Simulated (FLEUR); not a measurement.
# MnO (Manganosite): cost and accuracy of the smearing

Aim: see how far the moments and order energies of MnO (Manganosite) move with the smearing, and what each rung costs.

Program: FLEUR MaX-R8.1. Level of theory: PBE; all-electron FLAPW, Dirac cores, scalar-relativistic bands. Results are calculated unless marked as measured.

Most raw output is cut from this account.

## 1. Starting point

It takes space group Fm-3m (No. 225, cubic). Conventional cell: a = 4.446 Å, b = 4.446 Å, c = 4.446 Å, α = 90.00°, β = 90.00°, γ = 90.00°. Nearest to Mn lie 6 O at 2.22 Å. Nearest to O lie 6 Mn at 2.22 Å. Farther neighbours and most contacts between anions are not listed.

## 2. Rung 1 (width 0.5 eV), start ferro +

A wide smearing converges easily but acts like a high temperature on the moments; each rung narrows it.

inpgen writes inp.xml from crystal.txt; cutoffs, mixing, functional, smearing and local orbitals are then set in the file. The k list default-1 (kpts.xml, not shown) is a Γ-centred 8×8×8 mesh; where the ranks do not divide the number of points, some are split in two of half the weight.

The input, inp.xml:

```
<?xml version="1.0" encoding="UTF-8" standalone="no"?>
<fleurInput fleurInputVersion="0.39">
   <comment>
      MnO
   </comment>
   <calculationSetup>
      <cutoffs Kmax="4.05" Gmax="12.1" GmaxXC="12.1" numbands="0"/>
      <scfLoop itmax="90" minDistance="0.00002" maxIterBroyd="15" imix="Anderson" alpha="0.05" precondParam="0.0" spinf="2.0" sdNocoIR="T"/>
      <coreElectrons ctail="T" frcor="F" kcrel="0" coretail_lmax="0"/>
      <xcFunctional name="pbe" relativisticCorrections="F"/>
      <magnetism jspins="2"/>
      <soc l_soc="F" theta="0.0" phi="0.0" spav="F"/>
      <expertModes spex="0" secvar="F"/>
      <geometryOptimization l_f="F" forcealpha="1.0" forcemix="BFGS" epsdisp="0.00001" epsforce="0.00001"/>
      <ldaU l_linMix="F" mixParam="0.05" spinf="1.0"/>
   </calculationSetup>
   <cell>
      <bzIntegration valenceElectrons="21.0" mode="hist" fermiSmearingEnergy="0.01837466">
         <kPointListSelection listName="default-1"/>
         <xi:include xmlns:xi="http://www.w3.org/2001/XInclude" href="kpts.xml"> </xi:include>
      </bzIntegration>
      <xi:include xmlns:xi="http://www.w3.org/2001/XInclude" href="sym.xml"> </xi:include>
      <bulkLattice scale="1.0">
         <bravaisMatrix>
            <row-1>    0.0000000000000000     4.2008611749857998     4.2008611749857998</row-1>
            <row-2>    4.2008611749857998     0.0000000000000000     4.2008611749857998</row-2>
            <row-3>    4.2008611749857998     4.2008611749857998     0.0000000000000000</row-3>
         </bravaisMatrix>
      </bulkLattice>
   </cell>
   <atomSpecies>
      <species name="Manganese 4.500" element="Mn" atomicNumber="25">
         <mtSphere radius="2.62" gridPoints="867" logIncrement="0.014"/>
         <atomicCutoffs lmax="10" lnonsphr="8"/>
         <electronConfig flipSpins="F">
            <coreConfig>(1s1/2) (2s1/2) (2p1/2) (2p3/2)</coreConfig>
            <valenceConfig>(3s1/2) (3p1/2) (3p3/2) (4s1/2) (3d3/2) (3d5/2)</valenceConfig>
            <stateOccupation state="(3d3/2)" spinUp="1.75" spinDown="0.25"/>
            <stateOccupation state="(3d5/2)" spinUp="3.0" spinDown="0.0"/>
         </electronConfig>
         <energyParameters s="4" p="4" d="3" f="4"/>
         <lo type="SCLO" l="0" n="3" eDeriv="0"/>
         <lo type="SCLO" l="1" n="3" eDeriv="0"/>
      </species>
      <species name="Oxygen (O)" element="O" atomicNumber="8">
         <mtSphere radius="1.48" gridPoints="489" logIncrement="0.022"/>
         <atomicCutoffs lmax="6" lnonsphr="4"/>
         <electronConfig flipSpins="F">
            <coreConfig>(1s1/2)</coreConfig>
            <valenceConfig>(2s1/2) (2p1/2) (2p3/2)</valenceConfig>
            <stateOccupation state="(2p1/2)" spinUp="0.666667" spinDown="0.666667"/>
            <stateOccupation state="(2p3/2)" spinUp="1.333333" spinDown="1.333333"/>
         </electronConfig>
         <energyParameters s="2" p="2" d="3" f="4"/>
      </species>
   </atomSpecies>
   <atomGroups>
      <atomGroup species="Manganese 4.500">
         <relPos label="                   1">.0000000000 .0000000000 .0000000000</relPos>
         <force calculate="T" relaxXYZ="TTT"/>
      </atomGroup>
      <atomGroup species="Oxygen (O)">
         <relPos label="                   2">1.000/2.000 1.000/2.000 1.000/2.000</relPos>
         <force calculate="T" relaxXYZ="TTT"/>
      </atomGroup>
   </atomGroups>
   <output dos="F" band="F" slice="F">
      <bandDOS minEnergy="-.5*Htr" maxEnergy="0.5*Htr" sigma="0.015" storeEVData="T"/>
      <plotting iplot="0" polar="F">
         <plot TwoD="T" vec1="  1.0  0.0  0.0" vec2="  0.0  1.0  0.0" vec3="  0.0  0.0  1.0" zero="  0.0  0.0  0.0" file="plot"/>
      </plotting>
      <moessbauerParams electricFieldGradient="F" isomerShift="F" coreHyperfine="F" valenceHyperfine="F"/>
   </output>
</fleurInput>
```

The input, crystal.txt:

```
MnO
&input film=F cartesian=F /
0.00000000000  2.22300000000  2.22300000000
2.22300000000  0.00000000000  2.22300000000
2.22300000000  2.22300000000  0.00000000000
1.8897261246
1.0 1.0 1.0

2
25 0.00000000000  0.00000000000  0.00000000000 : 4.500
8 0.50000000000  0.50000000000  0.50000000000

&kpt div1=8 div2=8 div3=8 gamma=T /
```

Command:

```sh
OMP_NUM_THREADS=1 inpgen -f crystal.txt > inpgen.log  # inp.xml is then edited as shown
OMP_NUM_THREADS=1 mpirun -n 4 fleur_MPI > fleur.log
```

It took 10 s on 4 MPI ranks of Intel Xeon 6975P-C (Granite Rapids), shared host; peak memory 0.25 GiB; 41 s of CPU time.

Numbers from this step:

| Item | Value |
| --- | --- |
| free energy | -33576.9888 eV |
| program's band gap on this mesh (in a metal only a level spacing) | 0.01442 eV |
| magnetization | 4.158 μB |
| final state | ferromagnetic |
| largest moment | 3.942 μB |

After 22 cycles the largest moment stands at 3.94 μB.

## 3. Rung 1 (width 0.5 eV), start antiferro q=(0,1/2,1/2) +-

The second start gives the energy difference between the two end states, the quantity that is followed up the ladder. Its q is in fractions of the primitive cell's reciprocal vectors.

The k list default-1 (kpts.xml, not shown) is a Γ-centred 8×4×8 mesh.

inp.xml: that of step 2 with these lines changed.

```diff
@@ -17,3 +17,3 @@
    <cell>
-      <bzIntegration valenceElectrons="21.0" mode="hist" fermiSmearingEnergy="0.01837466">
+      <bzIntegration valenceElectrons="42.0" mode="hist" fermiSmearingEnergy="0.01837466">
          <kPointListSelection listName="default-1"/>
@@ -25,4 +25,4 @@
             <row-1>    0.0000000000000000     4.2008611749857998     4.2008611749857998</row-1>
-            <row-2>    4.2008611749857998     0.0000000000000000     4.2008611749857998</row-2>
-            <row-3>    4.2008611749857998     4.2008611749857998     0.0000000000000000</row-3>
+            <row-2>    8.4017223499715996     0.0000000000000000     8.4017223499715996</row-2>
+            <row-3>    8.4017223499715996     4.2008611749857998     4.2008611749857998</row-3>
          </bravaisMatrix>
@@ -39,2 +39,15 @@
             <stateOccupation state="(3d5/2)" spinUp="3.0" spinDown="0.0"/>
+         </electronConfig>
+         <energyParameters s="4" p="4" d="3" f="4"/>
+         <lo type="SCLO" l="0" n="3" eDeriv="0"/>
+         <lo type="SCLO" l="1" n="3" eDeriv="0"/>
+      </species>
+      <species name="Manganese -4.500" element="Mn" atomicNumber="25">
+         <mtSphere radius="2.62" gridPoints="867" logIncrement="0.014"/>
+         <atomicCutoffs lmax="10" lnonsphr="8"/>
+         <electronConfig flipSpins="F">
+            <coreConfig>(1s1/2) (2s1/2) (2p1/2) (2p3/2)</coreConfig>
+            <valenceConfig>(3s1/2) (3p1/2) (3p3/2) (4s1/2) (3d3/2) (3d5/2)</valenceConfig>
+            <stateOccupation state="(3d3/2)" spinUp="0.25" spinDown="1.75"/>
+            <stateOccupation state="(3d5/2)" spinUp="0.0" spinDown="3.0"/>
          </electronConfig>
@@ -61,4 +74,12 @@
       </atomGroup>
+      <atomGroup species="Manganese -4.500">
+         <relPos label="                   2">.0000000000 1.000/2.000 .0000000000</relPos>
+         <force calculate="T" relaxXYZ="TTT"/>
+      </atomGroup>
       <atomGroup species="Oxygen (O)">
-         <relPos label="                   2">1.000/2.000 1.000/2.000 1.000/2.000</relPos>
+         <relPos label="                   3">1.000/2.000 .0000000000 1.000/2.000</relPos>
+         <force calculate="T" relaxXYZ="TTT"/>
+      </atomGroup>
+      <atomGroup species="Oxygen (O)">
+         <relPos label="                   4">1.000/2.000 1.000/2.000 1.000/2.000</relPos>
          <force calculate="T" relaxXYZ="TTT"/>
```

The input, crystal.txt:

```
MnO
&input film=F cartesian=F /
0.00000000000  2.22300000000  2.22300000000
4.44600000000  0.00000000000  4.44600000000
4.44600000000  2.22300000000  2.22300000000
1.8897261246
1.0 1.0 1.0

4
25 0.00000000000  0.00000000000  0.00000000000 : 4.500
25 0.00000000000  0.50000000000  0.00000000000 : -4.500
8 0.50000000000  0.00000000000  0.50000000000
8 0.50000000000  0.50000000000  0.50000000000

&kpt div1=8 div2=4 div3=8 gamma=T /
```

Run time: 59 s. Hardware: 4 MPI ranks; peak memory 0.46 GiB.

Spin moment in the muffin-tin sphere by atom:

| atom | spin moment in the muffin-tin sphere (μB) |
| --- | --- |
| Mn1 | 3.98 |
| Mn2 | -3.98 |
| O3 | -0.05 |
| O4 | 0.05 |

This step gave:

```
free energy                                                       : -67154.0134 eV
program's band gap on this mesh (in a metal only a level spacing) : 1.07e-5 eV
magnetization                                                     : 0 μB
final state                                                       : antiferromagnetic
```

This start lies -17.9 meV a seeded atom from the first; its largest moment is 3.98 μB.

## 4. Rung 2 (width 0.25 eV), start ferro +

The k list default-1 (kpts.xml, not shown) is a Γ-centred 8×8×8 mesh.

inp.xml: that of step 3 with these lines changed.

```diff
@@ -17,3 +17,3 @@
    <cell>
-      <bzIntegration valenceElectrons="42.0" mode="hist" fermiSmearingEnergy="0.01837466">
+      <bzIntegration valenceElectrons="21.0" mode="hist" fermiSmearingEnergy="0.00918733">
          <kPointListSelection listName="default-1"/>
@@ -25,4 +25,4 @@
             <row-1>    0.0000000000000000     4.2008611749857998     4.2008611749857998</row-1>
-            <row-2>    8.4017223499715996     0.0000000000000000     8.4017223499715996</row-2>
-            <row-3>    8.4017223499715996     4.2008611749857998     4.2008611749857998</row-3>
+            <row-2>    4.2008611749857998     0.0000000000000000     4.2008611749857998</row-2>
+            <row-3>    4.2008611749857998     4.2008611749857998     0.0000000000000000</row-3>
          </bravaisMatrix>
@@ -39,15 +39,2 @@
             <stateOccupation state="(3d5/2)" spinUp="3.0" spinDown="0.0"/>
-         </electronConfig>
-         <energyParameters s="4" p="4" d="3" f="4"/>
-         <lo type="SCLO" l="0" n="3" eDeriv="0"/>
-         <lo type="SCLO" l="1" n="3" eDeriv="0"/>
-      </species>
-      <species name="Manganese -4.500" element="Mn" atomicNumber="25">
-         <mtSphere radius="2.62" gridPoints="867" logIncrement="0.014"/>
-         <atomicCutoffs lmax="10" lnonsphr="8"/>
-         <electronConfig flipSpins="F">
-            <coreConfig>(1s1/2) (2s1/2) (2p1/2) (2p3/2)</coreConfig>
-            <valenceConfig>(3s1/2) (3p1/2) (3p3/2) (4s1/2) (3d3/2) (3d5/2)</valenceConfig>
-            <stateOccupation state="(3d3/2)" spinUp="0.25" spinDown="1.75"/>
-            <stateOccupation state="(3d5/2)" spinUp="0.0" spinDown="3.0"/>
          </electronConfig>
@@ -74,12 +61,4 @@
       </atomGroup>
-      <atomGroup species="Manganese -4.500">
-         <relPos label="                   2">.0000000000 1.000/2.000 .0000000000</relPos>
-         <force calculate="T" relaxXYZ="TTT"/>
-      </atomGroup>
       <atomGroup species="Oxygen (O)">
-         <relPos label="                   3">1.000/2.000 .0000000000 1.000/2.000</relPos>
-         <force calculate="T" relaxXYZ="TTT"/>
-      </atomGroup>
-      <atomGroup species="Oxygen (O)">
-         <relPos label="                   4">1.000/2.000 1.000/2.000 1.000/2.000</relPos>
+         <relPos label="                   2">1.000/2.000 1.000/2.000 1.000/2.000</relPos>
          <force calculate="T" relaxXYZ="TTT"/>
```

The input, crystal.txt:

```
MnO
&input film=F cartesian=F /
0.00000000000  2.22300000000  2.22300000000
2.22300000000  0.00000000000  2.22300000000
2.22300000000  2.22300000000  0.00000000000
1.8897261246
1.0 1.0 1.0

2
25 0.00000000000  0.00000000000  0.00000000000 : 4.500
8 0.50000000000  0.50000000000  0.50000000000

&kpt div1=8 div2=8 div3=8 gamma=T /
```

It took 10 s on 4 MPI ranks; peak memory 0.25 GiB; 39 s of CPU time.

Read from the output:

- free energy: -33576.6707 eV
- program's band gap on this mesh (in a metal only a level spacing): 0.01746 eV
- magnetization: 4.644 μB
- final state: ferromagnetic
- largest moment: 4.354 μB

The largest moment moves by +0.41 μB from rung 1, at 0.97 times its CPU time.

## 5. Rung 2 (width 0.25 eV), start antiferro q=(0,1/2,1/2) +-

The k list default-1 (kpts.xml, not shown) is a Γ-centred 8×4×8 mesh.

inp.xml: that of step 4 with these lines changed.

```diff
@@ -17,3 +17,3 @@
    <cell>
-      <bzIntegration valenceElectrons="21.0" mode="hist" fermiSmearingEnergy="0.00918733">
+      <bzIntegration valenceElectrons="42.0" mode="hist" fermiSmearingEnergy="0.00918733">
          <kPointListSelection listName="default-1"/>
@@ -25,4 +25,4 @@
             <row-1>    0.0000000000000000     4.2008611749857998     4.2008611749857998</row-1>
-            <row-2>    4.2008611749857998     0.0000000000000000     4.2008611749857998</row-2>
-            <row-3>    4.2008611749857998     4.2008611749857998     0.0000000000000000</row-3>
+            <row-2>    8.4017223499715996     0.0000000000000000     8.4017223499715996</row-2>
+            <row-3>    8.4017223499715996     4.2008611749857998     4.2008611749857998</row-3>
          </bravaisMatrix>
@@ -39,2 +39,15 @@
             <stateOccupation state="(3d5/2)" spinUp="3.0" spinDown="0.0"/>
+         </electronConfig>
+         <energyParameters s="4" p="4" d="3" f="4"/>
+         <lo type="SCLO" l="0" n="3" eDeriv="0"/>
+         <lo type="SCLO" l="1" n="3" eDeriv="0"/>
+      </species>
+      <species name="Manganese -4.500" element="Mn" atomicNumber="25">
+         <mtSphere radius="2.62" gridPoints="867" logIncrement="0.014"/>
+         <atomicCutoffs lmax="10" lnonsphr="8"/>
+         <electronConfig flipSpins="F">
+            <coreConfig>(1s1/2) (2s1/2) (2p1/2) (2p3/2)</coreConfig>
+            <valenceConfig>(3s1/2) (3p1/2) (3p3/2) (4s1/2) (3d3/2) (3d5/2)</valenceConfig>
+            <stateOccupation state="(3d3/2)" spinUp="0.25" spinDown="1.75"/>
+            <stateOccupation state="(3d5/2)" spinUp="0.0" spinDown="3.0"/>
          </electronConfig>
@@ -61,4 +74,12 @@
       </atomGroup>
+      <atomGroup species="Manganese -4.500">
+         <relPos label="                   2">.0000000000 1.000/2.000 .0000000000</relPos>
+         <force calculate="T" relaxXYZ="TTT"/>
+      </atomGroup>
       <atomGroup species="Oxygen (O)">
-         <relPos label="                   2">1.000/2.000 1.000/2.000 1.000/2.000</relPos>
+         <relPos label="                   3">1.000/2.000 .0000000000 1.000/2.000</relPos>
+         <force calculate="T" relaxXYZ="TTT"/>
+      </atomGroup>
+      <atomGroup species="Oxygen (O)">
+         <relPos label="                   4">1.000/2.000 1.000/2.000 1.000/2.000</relPos>
          <force calculate="T" relaxXYZ="TTT"/>
```

The input, crystal.txt:

```
MnO
&input film=F cartesian=F /
0.00000000000  2.22300000000  2.22300000000
4.44600000000  0.00000000000  4.44600000000
4.44600000000  2.22300000000  2.22300000000
1.8897261246
1.0 1.0 1.0

4
25 0.00000000000  0.00000000000  0.00000000000 : 4.500
25 0.00000000000  0.50000000000  0.00000000000 : -4.500
8 0.50000000000  0.00000000000  0.50000000000
8 0.50000000000  0.50000000000  0.50000000000

&kpt div1=8 div2=4 div3=8 gamma=T /
```

It took 50 s on 4 MPI ranks; peak memory 0.46 GiB; 3.3 min of CPU time.

This step gave:

* free energy: -67153.4390 eV
* program's band gap on this mesh (in a metal only a level spacing): 1.09e-6 eV
* magnetization: 0 μB
* final state: antiferromagnetic
* largest moment: 4.404 μB

This start lies -48.8 meV a seeded atom from the first, a change of -30.9 meV since rung 1; its largest moment is 4.40 μB.

## 6. Rung 3 (width 0.12 eV), start ferro +

The k list default-1 (kpts.xml, not shown) is a Γ-centred 8×8×8 mesh.

inp.xml: that of step 5 with these lines changed.

```diff
@@ -17,3 +17,3 @@
    <cell>
-      <bzIntegration valenceElectrons="42.0" mode="hist" fermiSmearingEnergy="0.00918733">
+      <bzIntegration valenceElectrons="21.0" mode="hist" fermiSmearingEnergy="0.00440992">
          <kPointListSelection listName="default-1"/>
@@ -25,4 +25,4 @@
             <row-1>    0.0000000000000000     4.2008611749857998     4.2008611749857998</row-1>
-            <row-2>    8.4017223499715996     0.0000000000000000     8.4017223499715996</row-2>
-            <row-3>    8.4017223499715996     4.2008611749857998     4.2008611749857998</row-3>
+            <row-2>    4.2008611749857998     0.0000000000000000     4.2008611749857998</row-2>
+            <row-3>    4.2008611749857998     4.2008611749857998     0.0000000000000000</row-3>
          </bravaisMatrix>
@@ -39,15 +39,2 @@
             <stateOccupation state="(3d5/2)" spinUp="3.0" spinDown="0.0"/>
-         </electronConfig>
-         <energyParameters s="4" p="4" d="3" f="4"/>
-         <lo type="SCLO" l="0" n="3" eDeriv="0"/>
-         <lo type="SCLO" l="1" n="3" eDeriv="0"/>
-      </species>
-      <species name="Manganese -4.500" element="Mn" atomicNumber="25">
-         <mtSphere radius="2.62" gridPoints="867" logIncrement="0.014"/>
-         <atomicCutoffs lmax="10" lnonsphr="8"/>
-         <electronConfig flipSpins="F">
-            <coreConfig>(1s1/2) (2s1/2) (2p1/2) (2p3/2)</coreConfig>
-            <valenceConfig>(3s1/2) (3p1/2) (3p3/2) (4s1/2) (3d3/2) (3d5/2)</valenceConfig>
-            <stateOccupation state="(3d3/2)" spinUp="0.25" spinDown="1.75"/>
-            <stateOccupation state="(3d5/2)" spinUp="0.0" spinDown="3.0"/>
          </electronConfig>
@@ -74,12 +61,4 @@
       </atomGroup>
-      <atomGroup species="Manganese -4.500">
-         <relPos label="                   2">.0000000000 1.000/2.000 .0000000000</relPos>
-         <force calculate="T" relaxXYZ="TTT"/>
-      </atomGroup>
       <atomGroup species="Oxygen (O)">
-         <relPos label="                   3">1.000/2.000 .0000000000 1.000/2.000</relPos>
-         <force calculate="T" relaxXYZ="TTT"/>
-      </atomGroup>
-      <atomGroup species="Oxygen (O)">
-         <relPos label="                   4">1.000/2.000 1.000/2.000 1.000/2.000</relPos>
+         <relPos label="                   2">1.000/2.000 1.000/2.000 1.000/2.000</relPos>
          <force calculate="T" relaxXYZ="TTT"/>
```

The input, crystal.txt:

```
MnO
&input film=F cartesian=F /
0.00000000000  2.22300000000  2.22300000000
2.22300000000  0.00000000000  2.22300000000
2.22300000000  2.22300000000  0.00000000000
1.8897261246
1.0 1.0 1.0

2
25 0.00000000000  0.00000000000  0.00000000000 : 4.500
8 0.50000000000  0.50000000000  0.50000000000

&kpt div1=8 div2=8 div3=8 gamma=T /
```

Elapsed: 10 s, on 4 MPI ranks; peak memory 0.25 GiB; 40 s of CPU time.

Read from the output:

| Property | Result |
| --- | --- |
| free energy | -33576.6066 eV |
| program's band gap on this mesh (in a metal only a level spacing) | 0.01733 eV |
| magnetization | 4.750 μB |
| final state | ferromagnetic |
| largest moment | 4.437 μB |

The largest moment moves by +0.08 μB from rung 2, at 1.0 times its CPU time.

(Part 1 of 2 ends here.)

[Logs and program files are shortened in this print: banners, set-up blocks, solver, clock and traceback lines can be left out without a mark of their own.]

[Logs are printed without paths, hosts, clocks, repeated set-up lines and the standing remarks that a program may print on its own settings, such as how far it seeks lower states.]

[Hosts, paths, dates, database ids (printed as entryN), source tags and the programs' standing remarks are cut or masked in the printed files.]

[Where a cell is said to come from a database of computed structures, the database is the Materials Project.]
